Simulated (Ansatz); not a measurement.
# Mo2NOS MXene bilayer (like faces together) in a perpendicular field, part 2 of 2

Wanted: the out-of-plane response of the Mo2NOS MXene bilayer (like faces together). A positive field points along +c.

Ansatz 0.2.0; plane-wave DFT, PBEsol-D3(BJ), Ansatz PAW.

So far. Step 11 (Relaxing in the field, field -0.1 V/Å): The dipole is -0.0630 e·Å.

## (12) Response, atoms relaxed

This step: plane-wave DFT, PBEsol-D3(BJ), Ansatz PAW; response to a field along the normal, atoms relaxed (Ansatz 0.2.0).

The same analysis on the two relaxed runs holds the ionic part too; their mesh is coarser, so small differences from the held value can come from that.

Numbers from this step:

```yaml
distance_between_the_outer_atoms: 13.40 Å
```

Table of dipole of the cell by applied field:

| applied field (V/Å) | dipole of the cell (e·Å) |
| --- | --- |
| -0.1000 | -0.0630 |
| 0.1000 | 0.0630 |

Local field over the applied field, running mean. From the potentials at -0.1 and 0.1 V/Å; running mean over 2.5 Å. Table of local field over applied field by z:

z (Å), local field over applied field and a bar from the least value:
```
        5      0.997 ##############################
        6      0.969 #############################
        7      0.810 #########################
        8      0.463 ##############
        9      0.127 #####
       10      0.055 ###
       11      0.047 ##
       12     -0.001 #
       13     -0.016 
       14     -0.022 
       15      0.014 #
       16      0.014 #
       17     -0.011 #
       18     -0.014 #
       19     -0.032 
       20      0.054 ##
       21      0.034 ##
       22      0.081 ###
       23      0.309 ##########
       24      0.684 #####################
       25      0.932 ############################
       26      0.992 ##############################
       27      0.999 ##############################
```

Electrons, planar mean, per unit field. Table of induced electron density by z:

z (Å), induced electron density (e/Å³ per V/Å) and a bar from the least value:
```
      4.5    0.00000 ################
      5.0    0.00001 ################
      5.5    0.00004 ################
      6.0    0.00014 ################
      6.5    0.00040 #################
      7.0    0.00110 ####################
      7.5    0.00250 ##########################
      8.0    0.00345 ##############################
      8.5    0.00154 ######################
      9.0    0.00129 #####################
      9.5    0.00132 #####################
     10.0    0.00293 ############################
     10.5    0.00272 ###########################
     11.0   -0.00374 
     11.5   -0.00179 ########
     12.0   -0.00044 ##############
     12.5   -0.00140 ##########
     13.0   -0.00250 #####
     13.5    0.00047 ##################
     14.0    0.00149 ######################
     14.5    0.00019 ################
     15.0    0.00117 #####################
     15.5    0.00017 ################
     16.0   -0.00026 ###############
     16.5   -0.00119 ###########
     17.0    0.00006 ################
     17.5   -0.00189 ########
     18.0    0.00020 ################
     18.5    0.00264 ###########################
     19.0    0.00114 ####################
     19.5    0.00036 #################
     20.0    0.00288 ############################
     20.5    0.00253 ##########################
     21.0   -0.00355 #
     21.5   -0.00213 #######
     22.0   -0.00147 #########
     22.5   -0.00106 ###########
     23.0   -0.00206 #######
     23.5   -0.00345 #
     24.0   -0.00217 #######
     24.5   -0.00090 ############
     25.0   -0.00032 ##############
     25.5   -0.00011 ###############
     26.0   -0.00003 ###############
     26.5   -0.00001 ################
     27.0    0.00000 ################
```

The induced dipole is that of a conductor 15.52 Å thick.

## (13) Varying the input

This step: plane-wave DFT, PBEsol-D3(BJ), Ansatz PAW (Ansatz 0.2.0).

A run with a changed input: it repeats the earlier run at 0.1 V/Å with efield.dipole_correction from true to false.

The input, input.yaml:

```yaml
crystal:
  lattice:
    - [2.9117448326, 0.0, 0.0]
    - [-1.4558724163, 2.5216449944, 0.0]
    - [0.0, 0.0, 31.3947519946]
  atoms:
    - { symbol: S, position: [0.3333333333, 0.6666666667, 0.2866721165] }
    - { symbol: Mo, position: [0.6666666667, 0.3333333333, 0.3392918097] }
    - { symbol: "N", position: [0.0, 0.0, 0.3850457218] }
    - { symbol: Mo, position: [0.3333333333, 0.6666666667, 0.426800303] }
    - { symbol: O, position: [0.6666666667, 0.3333333333, 0.4633358769] }
    - { symbol: S, position: [0.6666666667, 0.3333333333, 0.7133278835] }
    - { symbol: Mo, position: [0.0, 0.0, 0.6607107878] }
    - { symbol: "N", position: [0.3333333333, 0.6666666667, 0.6149582932] }
    - { symbol: Mo, position: [0.6666666667, 0.3333333333, 0.5732090844] }
    - { symbol: O, position: [0.0, 0.0, 0.5367119988] }
kpoints:
  mp_grid: { grid: [18, 18, 1] }
  band_path:
    path: [[0, 0, 0], [0.5, 0, 0], [0.33333333, 0.33333333, 0], [0, 0, 0]]
    npoints: 16
hamiltonian:
  xc: pbesol
  dispersion: d3bj
scf:
  occupations: { method: fermi_dirac, width: 0.02585 }
  convergence: { dr2_threshold: 1.0e-10 }
efield:
  axis: 3
  dipole_correction: false
  ramp_position: 0.97
  ramp_width: 0.06
  amplitude: 0.1
output:
  write_potential: true
  write_density: true
  volumetric_format: npy
```

Started as:

```console
$ ansatz run input.yaml --threads 4 --pin off --max-ram 12288MiB --backend cpu --events-out ev --progress --plain --runs-dir out
```

Elapsed: 16 s, on 4 threads of Intel Xeon Platinum 8488C (Sapphire Rapids), shared host; peak memory 0.94 GiB.

| quantity | this run | earlier run | difference |
| --- | --- | --- | --- |
| dipole along the normal (e·Å) | 0.1246 | 0.06300 | 0.062 |

With the dipole correction off, the periodic images add a field of their own to the typed one.

It moves by +0.0616 e·Å.

These numbers are not those of the isolated slab.

## (14) The same run with other settings

Another changed input: it repeats the earlier run at 0.1 V/Å with efield.dipole_correction from true to false.

input.yaml is that of step 13.

Elapsed: 17 s, on 4 threads; peak memory 0.93 GiB; 64 s of CPU time.

| quantity | this run | earlier run | difference |
| --- | --- | --- | --- |
| dipole along the normal (e·Å) | 0.1246 | 0.06300 | 0.062 |

With the dipole correction off, the periodic images add a field of their own to the typed one.

It moves by +0.0616 e·Å.

These numbers are not those of the isolated slab.

## (15) What came out

| Quantity | Value |
| --- | --- |
| gap without field | none |
| work function, upper face | 5.04 eV |
| equivalent conductor thickness, atoms held | 15.5 Å |
| equivalent conductor thickness, atoms relaxed | 15.5 Å |

What this shows: The induced dipole equals that of a perfect conductor 15.52 Å thick, while the outer atoms lie 13.39 Å apart. There is no gap over 0.03 eV, with or without the field. The first relaxation ran with spin and lost its moment, and the later runs have none; other magnetic states were not tried. Spin-orbit coupling is left out, which matters for the bands of elements this heavy. The MXene's terminations sit over the metal atoms of its far layer; the site over carbon or nitrogen, which some compounds prefer, was not run. With this functional, D3(BJ) tends to leave the relaxed cell short of measured lattice constants, by some per cent.

[Long decimals in the printed logs are rounded to 6 places.]

[Logs are printed without paths, hosts, clocks, repeated set-up lines and the standing remarks that a program may print on its own settings, such as how far it seeks lower states.]

[Hosts, paths, dates, database ids (printed as entryN), source tags and the programs' standing remarks are cut or masked in the printed files.]

[Maps of the electrostatic potential energy from Ansatz leave out the sawtooth potential of an applied field or a dipole correction, so their vacuum need not be flat; planar profiles and work functions include it.]
